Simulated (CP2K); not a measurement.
Acetic acid monohydrate has these distinct C atoms: C1 (bonded to C and 3 H) and C2 (bonded to C and 2 O).

```xyz
11

C    -1.8459   -0.6324    0.4072
C    -0.4805   -0.1382    0.0077
O     0.3769   -0.0874    1.0488
O    -0.1672    0.1859   -1.1363
O     2.4447    0.8133   -0.4948
H    -2.2719    0.0298    1.1724
H    -1.7650   -1.6322    0.8536
H    -2.5000   -0.6637   -0.4680
H     1.2544    0.2407    0.7121
H     1.7184    0.7413   -1.1560
H     3.2362    1.1429   -0.9467
```

Their partial C K spectra (CP2K XAS_TDP, all-electron GAPW, PBEh(45%), aug-cc-pVDZ, TDA, GW2X-corrected core level, no relativity) are given in random order, each times the number of alike atoms.

Gaussian full width 0.5 eV, oscillator strength per eV, alike atoms added, rows of zeros left out:

```csv
E (eV),curve 1,curve 2
289.75,0.001,0.002
290.00,0.003,0.030
290.25,0.002,0.121
290.50,0.004,0.124
290.75,0.008,0.032
291.00,0.004,0.002
291.25,0.010,0.000
291.50,0.050,0.000
291.75,0.079,0.000
292.00,0.041,0.000
292.25,0.011,0.000
292.50,0.005,0.000
292.75,0.012,0.000
293.00,0.030,0.000
293.25,0.031,0.000
293.50,0.022,0.000
293.75,0.022,0.000
294.00,0.043,0.000
294.25,0.054,0.000
294.50,0.041,0.000
294.75,0.020,0.000
295.00,0.006,0.001
295.25,0.010,0.001
295.50,0.012,0.000
295.75,0.005,0.000
296.00,0.002,0.003
296.25,0.002,0.015
296.50,0.003,0.028
296.75,0.002,0.020
297.00,0.001,0.009
297.25,0.003,0.012
```

Question: Which curve belongs to which atom?

Curve 1: C1 (bonded to C and 3 H), leading line at 291.65 eV (f = 0.024 an atom), ionisation energy 292.89 eV, term value 1.24 eV. Curve 2: C2 (bonded to C and 2 O), leading line at 290.38 eV (f = 0.078 an atom), ionisation energy 296.84 eV, term value 6.46 eV. The leading line of an atom is its first one with 35 % of the strongest within 2.5 eV of its lowest line over the strength cut. A line lies at the core ionisation energy, which rises as an atom loses charge to its neighbours or to a π system, less the term value, which is large for a low π* or σ* orbital with weight on that atom.

[Banner, clock and machine lines of the logs are left out without a mark of their own.]

[Logs are printed without paths, hosts, clocks, repeated set-up lines and the standing remarks that a program may print on its own settings, such as how far it seeks lower states.]

[Hosts, paths, dates, database ids (printed as entryN), source tags and the programs' standing remarks are cut or masked in the printed files.]
